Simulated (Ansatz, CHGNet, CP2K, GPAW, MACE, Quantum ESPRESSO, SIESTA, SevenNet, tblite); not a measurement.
# Ge(100) slab, H on the bottom face, dimerised (80 atoms) in CP2K

How do the settings of CP2K change the result for Ge(100) slab, H on the bottom face, dimerised (80 atoms)? A plane-wave run serves as the yardstick.

Program: CP2K 2026.2. Level of theory: the method is named at each step. Results are calculated unless marked as measured.

## 1. The structure

The cell holds 80 atoms: 64 Ge and 16 H. Cell: a = 16.003 Å, b = 8.002 Å, c = 20.785 Å, α = 90.0°, β = 90.0°, γ = 90.0°. It derives from Ge (diamond-structure). Diamond-structure Ge (a = 5.658 Å), (100) slab of 8 atomic planes, 4 x 2 surface cells, H on the broken bonds of the bottom face, 10 Å of vacuum; top atoms paired into dimers, p(2x2) buckling; displaced by a Gaussian of 0.02 Å. Then every atom was moved at random, 0.05 Å r.m.s. a Cartesian component (hydrogen 0.6 of that). Regions: slab, 64 atoms (64 Ge); hydrogen, 16 atoms (16 H). Vacuum lies along c.

The yardstick, on the same geometry:

```
method                 : Kohn-Sham DFT, PBE, SSSP efficiency 1.3.0 pseudopotentials, plane waves (Quantum ESPRESSO 7.5); sssp-pbe-1.3.0-efficiency, cutoffs 45/360 Ry, Γ point
r.m.s. force component : 0.7693 eV/Å
longest force          : 3.356 eV/Å
time                   : 8 min on 4 MPI ranks of Arm Neoverse V2, shared host
CPU time               : 32 min
```

## 2. PBE, DZVP-MOLOPT-SR, 450/50 Ry, diagonalisation

Method: Kohn-Sham DFT, PBE, GTH-PBE pseudopotentials, Gaussian and plane waves, DZVP-MOLOPT-SR-GTH, diagonalisation.

Input file input.inp:

```
&GLOBAL
  PROJECT cell
  RUN_TYPE ENERGY_FORCE
  PRINT_LEVEL LOW
&END GLOBAL
&FORCE_EVAL
  METHOD QS
  &DFT
    BASIS_SET_FILE_NAME BASIS_MOLOPT
    POTENTIAL_FILE_NAME GTH_POTENTIALS
    &MGRID
      CUTOFF 450
      REL_CUTOFF 50
    &END MGRID
    &QS
      EPS_DEFAULT 1.0E-12
    &END QS
    &SCF
      SCF_GUESS ATOMIC
      EPS_SCF 1.0E-06
      MAX_SCF 200
      ADDED_MOS 33
      &DIAGONALIZATION
        ALGORITHM STANDARD
      &END DIAGONALIZATION
      &SMEAR ON
        METHOD FERMI_DIRAC
        ELECTRONIC_TEMPERATURE [K] 580
      &END SMEAR
      &MIXING
        METHOD BROYDEN_MIXING
        ALPHA 0.15
        NBROYDEN 8
      &END MIXING
      &PRINT
        &RESTART OFF
        &END RESTART
      &END PRINT
    &END SCF
    &XC
      &XC_FUNCTIONAL PBE
      &END XC_FUNCTIONAL
    &END XC
    &PRINT
      &MULLIKEN ON
      &END MULLIKEN
      &LOWDIN ON
      &END LOWDIN
      &HIRSHFELD ON
      &END HIRSHFELD
      &MO ON
        EIGENVALUES T
        OCCUPATION_NUMBERS T
        MO_INDEX_RANGE 125 148
        &EACH
          QS_SCF 0
        &END EACH
        ADD_LAST NUMERIC
      &END MO
    &END PRINT
  &END DFT
  &SUBSYS
    &CELL
      A 16.00324 0.00000 0.00000
      B 0.00000 8.00162 0.00000
      C 0.00000 0.00000 20.78485
    &END CELL
    &COORD
      Ge 2.01737 2.00449 5.86548
      Ge 15.89282 1.97688 7.27532
      Ge 15.94659 3.97552 8.63216
      Ge 1.93575 7.96945 10.20370
      Ge 1.96936 2.05242 11.55825
      Ge 0.08530 2.01633 12.96351
      Ge 0.07361 0.00352 14.26672
      Ge 2.00169 0.73823 15.85157
      Ge 1.98968 6.00514 5.89334
      Ge 15.99348 6.07027 7.24830
      Ge 15.97699 7.99906 8.69680
      Ge 2.10235 4.00177 10.01102
      Ge 2.03097 6.04202 11.46264
      Ge 15.98068 6.00089 12.98118
      Ge 0.06529 3.93272 14.31369
      Ge 2.03545 3.24402 15.17523
      Ge 6.01434 1.99608 5.91183
      Ge 3.93216 1.99024 7.24414
      Ge 4.00001 4.08275 8.79220
      Ge 5.98617 0.06785 10.17751
      Ge 6.09675 1.95160 11.51377
      Ge 4.06034 2.01929 13.00072
      Ge 4.01057 7.98514 14.36067
      Ge 5.95577 0.79352 15.02703
      Ge 6.02170 5.98377 5.85676
      Ge 3.95856 5.96897 7.22315
      Ge 4.04466 7.87143 8.69139
      Ge 5.98809 4.05066 10.09686
      Ge 6.02330 5.97305 11.61187
      Ge 4.01889 6.00538 12.97868
      Ge 4.10179 3.89007 14.41263
      Ge 6.10028 3.27402 15.76198
      Ge 10.03387 2.00793 5.88274
      Ge 8.07972 2.00049 7.26243
      Ge 7.97890 3.95432 8.65336
      Ge 10.08860 0.06665 10.04428
      Ge 10.08044 1.96808 11.50067
      Ge 8.05091 1.94367 12.87330
      Ge 8.03683 0.04329 14.37439
      Ge 10.05196 0.71478 15.86903
      Ge 10.04731 5.98545 5.89396
      Ge 7.99298 6.03666 7.32084
      Ge 8.06147 7.92793 8.77245
      Ge 10.00939 3.91303 10.14342
      Ge 10.02699 5.99233 11.58589
      Ge 7.99778 5.98617 12.91446
      Ge 7.99650 4.05506 14.26132
      Ge 10.03083 3.22257 15.07941
      Ge 14.03068 1.99648 5.87027
      Ge 12.00115 1.94727 7.24705
      Ge 12.13478 3.98473 8.81007
      Ge 14.09789 0.00136 10.07317
      Ge 14.15503 2.15996 11.56864
      Ge 11.95138 1.97928 12.96206
      Ge 12.05108 7.97441 14.37252
      Ge 14.01916 0.79552 15.14613
[... 20 atom lines left out ...]
      H 14.01180 0.73951 4.98982
      H 14.03292 3.24282 4.98566
      H 14.03884 7.24747 5.01497
      H 13.99659 4.75960 4.97818
    &END COORD
    &KIND Ge
      BASIS_SET DZVP-MOLOPT-SR-GTH-q4
      POTENTIAL GTH-PBE-q4
    &END KIND
    &KIND H
      BASIS_SET DZVP-MOLOPT-SR-GTH-q1
      POTENTIAL GTH-PBE-q1
    &END KIND
  &END SUBSYS
  &PRINT
    &FORCES ON
    &END FORCES
  &END PRINT
&END FORCE_EVAL
```

Command:

```console
$ OMP_NUM_THREADS=2 cp2k.psmp -i input.inp > output.txt
```

Numbers of over 12 decimals in the logs are rounded to 6 here.

Output:

```text
CP2K| version string:                                       CP2K version 2026.2
 CP2K| Input file name                                                 input.inp
 GLOBAL| Basis set file name                                        BASIS_MOLOPT
 GLOBAL| Potential file name                                      GTH_POTENTIALS
 GLOBAL| Run type                                                   ENERGY_FORCE
 GLOBAL| Total number of message passing processes                             1
 GLOBAL| Number of threads for this process                                    2
 TOTAL NUMBERS AND MAXIMUM NUMBERS
  Total number of            - Atomic kinds:                                   2
                             - Atoms:                                         80
                             - Shell sets:                                    80
                             - Shells:                                       368
                             - Primitive Cartesian functions:                336
                             - Cartesian basis functions:                    976
                             - Spherical basis functions:                    912
  Maximum angular momentum of- Orbital basis functions:                        2
                             - Local part of the GTH pseudopotential:          2
                             - Non-local part of the GTH pseudopotential:      4
 SCF PARAMETERS         Density guess:                                    ATOMIC
                        max_scf:                                             200
                        eps_scf:                                        1.00E-06
                        added MOs                                        33    0
                        Mixing method:                            BROYDEN_MIXING
                                                charge density mixing in g-space
                        Smear method:                                FERMI_DIRAC
                        Electronic temperature [K]:                        580.0
                        Electronic temperature [a.u.]:                  1.84E-03
                        Accuracy threshold:                             1.00E-10
 Extrapolation method: initial_guess
 Number of electrons:                                                        272
 Number of occupied orbitals:                                                136
 Number of molecular orbitals:                                               169
 Number of orbital functions:                                                912
 Number of independent orbital functions:                                    912
 SCF WAVEFUNCTION OPTIMIZATION
  Step     Update method      Time    Convergence         Total energy    Change
     1 NoMix/Diag. 0.15E+00    3.8     0.83234066      -260.0606039549 -2.60E+02
     2 Broy./Diag. 0.15E+00    4.6     0.05318758      -258.6048442834  1.46E+00
     3 Broy./Diag. 0.15E+00    4.8     0.17560170      -258.5256726995  7.92E-02
     4 Broy./Diag. 0.15E+00    4.9     0.05076497      -259.4384930857 -9.13E-01
[...]
34 Broy./Diag. 0.15E+00    5.2     0.00000207      -259.6108842695  2.52E-05
    35 Broy./Diag. 0.15E+00    5.1     0.00000093      -259.6108676827  1.66E-05
  *** SCF run converged in    35 steps ***
  Electronic density on regular grids:       -271.9999999999        0.0000000001
  Core density on regular grids:              271.9999999990       -0.0000000010
  Total charge density on r-space grids:       -0.0000000009
  Total charge density g-space grids:          -0.0000000009
  Overlap energy of the core charge distribution:               1.3193e-05
  Self energy of the core charge distribution:               -557.502892
  Core Hamiltonian energy:                                    137.119153
  Hartree energy:                                             241.609793
  Exchange-correlation energy:                                -80.829153
  Electronic entropic energy:                                  -0.00778195
  Fermi energy:                                                 0.017327
  Total energy:                                              -259.610868
  Total energy (extrapolated to T->0):                       -259.606977
 MO| EIGENVALUES AND OCCUPATION NUMBERS
 MO|
 MO|  Index      Eigenvalue [a.u.]        Eigenvalue [eV]             Occupation
 MO|    125              -0.014410              -0.392116               2.000000
 MO|    126              -0.013319              -0.362428               2.000000
 MO|    127              -0.012696              -0.345486               2.000000
[...]
MO|    147               0.072334               1.968309               0.000000
 MO|    148               0.077084               2.097567               0.000000
 MO| Sum:                                                             272.000000
 MO| E(Fermi):            0.017327 a.u.          0.471505 eV
 !-----------------------------------------------------------------------------!
                     Mulliken Population Analysis
 #  Atom  Element  Kind  Atomic population                           Net charge
       1     Ge       1          3.971247                              0.028753
       2     Ge       1          4.058293                             -0.058293
       3     Ge       1          4.015682                             -0.015682
[...]
# Total charge                            272.000000                  0.000000
 !-----------------------------------------------------------------------------!
 !-----------------------------------------------------------------------------!
                           Hirshfeld Charges
  #Atom  Element  Kind  Ref Charge     Population                    Net charge
      1       Ge     1       4.000          4.956                        -0.956
      2       Ge     1       4.000          3.995                         0.005
      3       Ge     1       4.000          3.999                         0.001
[...]
79       H      2       1.000          0.524                         0.476
     80       H      2       1.000          0.522                         0.478
  Total Charge                                                            0.000
 !-----------------------------------------------------------------------------!
 LOWDIN POPULATION ANALYSIS
 #  Atom  Element  Kind  Atomic population                           Net charge
[...]
79     H        2          1.212757                             -0.212757
      80     H        2          1.203105                             -0.203105
 # Total charge                            272.000000                  0.000000
 ENERGY| Total FORCE_EVAL ( QS ) energy [hartree]           -259.610862
 FORCES| Atomic forces [hartree/bohr]
 FORCES|   Atom     x               y               z               |f|
 FORCES|      1 -2.03944769E-02  4.89807746E-03  5.51027681E-03   2.16861477E-02
 FORCES|      2  2.84189285E-02 -1.17614836E-03  3.51003374E-03   2.86590153E-02
 FORCES|      3  2.64307705E-02  1.40394677E-02 -4.46631136E-03   3.02595476E-02
[...]
FORCES|     79 -2.50683959E-03 -9.08415746E-03 -3.32116471E-04   9.42955263E-03
 FORCES|     80 -4.75726218E-04  7.77327795E-03  6.20238597E-04   7.81248113E-03
 FORCES| Sum    -3.15995554E-06 -5.05734122E-07 -1.06539474E-06
 FORCES| Total atomic force                                       3.37285517E-06
```

It took 3.1 min on 2 threads of Arm Neoverse V2, shared host; peak memory 4.3 GiB; 5.3 min of CPU time.

Banners, paths, timers and routine set-up lines are dropped from the logs unmarked, and long logs keep their key lines alone; longer cuts are marked.

Numbers from this run, and their distance from the reference:

```
r.m.s. force component                  : 0.7608 eV/Å
r.m.s. difference of force components   : 44.83 meV/Å
longest difference of force vectors     : 201.3 meV/Å
force difference over r.m.s. force      : 5.827 %
slope of forces against the reference's : 0.9872
correlation of force components         : 0.9983
```

Length of the force difference by element (eV/Å):

```tsv
element	atoms	mean	most
Ge	64	0.060	0.20
H	16	0.050	0.072
```

Local excerpt of 9 atoms (numbers count through the whole input) about Ge63, which bears the longest force among the free atoms; x, y, z are measured from there.

```tsv
atom	x	y	z	distance (Å)	bonds	Mulliken charge (e)	Fx	Fy	Fz (eV/Å)
Ge63	0.00	0.00	0.00	0.00	4	0.01	2.52	1.90	-0.83
Ge48	-1.97	-0.70	0.61	2.18	3	0.00	-1.78	-1.34	0.71
Ge54	-0.05	-1.94	-1.51	2.46	4	-0.10	1.08	-0.20	-0.43
Ge64	2.02	-0.77	1.26	2.50	3	0.00	0.32	0.96	0.71
Ge62	0.02	2.13	-1.51	2.61	4	0.03	0.01	-1.21	0.40
Ge56	2.02	-3.13	0.68	3.79	3	0.00	0.88	0.12	-0.08
Ge55	0.05	-3.95	-0.10	3.95	4	0.01	-1.56	0.04	0.19
Ge40	-1.95	-3.21	1.40	4.01	3	0.05	-0.10	-0.31	0.27
Ge47	-4.00	0.13	-0.21	4.01	4	0.00	-0.71	-1.04	0.38
```

Forces lie 5.8 % from the reference's, at 0.17 times its CPU time (on 2 against 4 cores).

## 3. PBE, SZV-MOLOPT-SR, 450/50 Ry, diagonalisation

Method: Kohn-Sham DFT, PBE, GTH-PBE pseudopotentials, Gaussian and plane waves, SZV-MOLOPT-SR-GTH, diagonalisation.

Edit input.inp of step 2 so:

```diff
@@ -48,4 +48,2 @@
       &END LOWDIN
-      &HIRSHFELD ON
-      &END HIRSHFELD
       &MO ON
@@ -67,7 +65,8 @@
     &END CELL
-    &COORD
-[... 80 atom lines left out: the same atoms as in the first run ...]
-    &END COORD
+    &TOPOLOGY
+      COORD_FILE_NAME structure.xyz
+      COORD_FILE_FORMAT XYZ
+    &END TOPOLOGY
     &KIND Ge
-      BASIS_SET DZVP-MOLOPT-SR-GTH-q4
+      BASIS_SET SZV-MOLOPT-SR-GTH-q4
       POTENTIAL GTH-PBE-q4
@@ -75,3 +74,3 @@
     &KIND H
-      BASIS_SET DZVP-MOLOPT-SR-GTH-q1
+      BASIS_SET SZV-MOLOPT-SR-GTH-q1
       POTENTIAL GTH-PBE-q1
```

Input file structure.xyz:

```xyz
80

Ge 2.01737 2.00449 5.86548
Ge 15.89282 1.97688 7.27532
Ge 15.94659 3.97552 8.63216
Ge 1.93575 7.96945 10.20370
Ge 1.96936 2.05242 11.55825
Ge 0.08530 2.01633 12.96351
Ge 0.07361 0.00352 14.26672
Ge 2.00169 0.73823 15.85157
Ge 1.98968 6.00514 5.89334
Ge 15.99348 6.07027 7.24830
Ge 15.97699 7.99906 8.69680
Ge 2.10235 4.00177 10.01102
Ge 2.03097 6.04202 11.46264
Ge 15.98068 6.00089 12.98118
Ge 0.06529 3.93272 14.31369
Ge 2.03545 3.24402 15.17523
Ge 6.01434 1.99608 5.91183
Ge 3.93216 1.99024 7.24414
Ge 4.00001 4.08275 8.79220
Ge 5.98617 0.06785 10.17751
[... 56 atom lines left out ...]
H 14.01180 0.73951 4.98982
H 14.03292 3.24282 4.98566
H 14.03884 7.24747 5.01497
H 13.99659 4.75960 4.97818
```

Command:

```console
$ OMP_NUM_THREADS=1 cp2k.psmp -i input.inp > output.txt
```

Output:

```text
CP2K| version string:                                       CP2K version 2026.2
 CP2K| Input file name                                                 input.inp
 GLOBAL| Basis set file name                                        BASIS_MOLOPT
 GLOBAL| Potential file name                                      GTH_POTENTIALS
 GLOBAL| Run type                                                   ENERGY_FORCE
 GLOBAL| Total number of message passing processes                             1
 GLOBAL| Number of threads for this process                                    1
 TOTAL NUMBERS AND MAXIMUM NUMBERS
  Total number of            - Atomic kinds:                                   2
                             - Atoms:                                         80
[... lines left out ...]
                        Smear method:                                FERMI_DIRAC
[... lines left out ...]
 Number of electrons:                                                        272
[... lines left out ...]
  Step     Update method      Time    Convergence         Total energy    Change
[... lines left out ...]
  *** SCF run converged in    32 steps ***
[... lines left out ...]
  Fermi energy:                                                 0.085880
  Total energy:                                              -257.204946
  Total energy (extrapolated to T->0):                       -257.203244
[... lines left out ...]
 MO|    148               0.181721               4.944868               0.000000
 MO| Sum:                                                             272.000000
 MO| E(Fermi):            0.085880 a.u.          2.336911 eV
 !-----------------------------------------------------------------------------!
                     Mulliken Population Analysis
 #  Atom  Element  Kind  Atomic population                           Net charge
       1     Ge       1          3.975081                              0.024919
       2     Ge       1          3.996480                              0.003520
       3     Ge       1          3.996992                              0.003008
[...]
# Total charge                            272.000000                 -0.000000
 !-----------------------------------------------------------------------------!
 LOWDIN POPULATION ANALYSIS
 #  Atom  Element  Kind  Atomic population                           Net charge
[...]
79     H        2          1.013154                             -0.013154
      80     H        2          1.009699                             -0.009699
 # Total charge                            272.000000                 -0.000000
 ENERGY| Total FORCE_EVAL ( QS ) energy [hartree]           -257.204902
 FORCES| Atomic forces [hartree/bohr]
 FORCES|   Atom     x               y               z               |f|
 FORCES|      1 -2.64240468E-02  5.58816849E-03  4.46209890E-03   2.73745905E-02
 FORCES|      2  3.78927863E-02 -4.33710718E-04 -3.90731305E-03   3.80961738E-02
 FORCES|      3  3.50699100E-02  1.77342748E-02  1.31258231E-03   3.93208083E-02
[...]
FORCES|     79 -3.83836948E-03 -2.46448310E-02  7.63838781E-03   2.60853550E-02
 FORCES|     80 -2.87403845E-04  2.27703467E-02  9.69106514E-03   2.47484955E-02
 FORCES| Sum    -4.71057176E-06 -3.34374424E-07 -2.82703436E-06
 FORCES| Total atomic force                                       5.50394548E-06
```

It took 3.7 min on 1 thread; peak memory 4.2 GiB.

Against the reference:

```yaml
r_m_s_force_component: 1.029 eV/Å
r_m_s_difference_of_force_components: 375 meV/Å
longest_difference_of_force_vectors: 1241 meV/Å
force_difference_over_r_m_s_force: 48.75 %
slope_of_forces_against_the_reference_s: 1.276
correlation_of_force_components: 0.9538
```

This is a coarse setting, run to see what it loses.

Against the first run (5.8 %), the force difference from the reference is 49 %, at 0.69 times the CPU time (on 1 against 2 cores), with 272 basis functions against 912: the smaller basis costs accuracy.

(Part 1 of 4 ends here.)

[Also dropped from logs without a mark: logging warnings of Python, and SIESTA's first energy breakdown and zero terms.]

[Logs are printed without paths, hosts, clocks, repeated set-up lines and the standing remarks that a program may print on its own settings, such as how far it seeks lower states.]

[Hosts, paths, dates, database ids (printed as entryN), source tags and the programs' standing remarks are cut or masked in the printed files.]
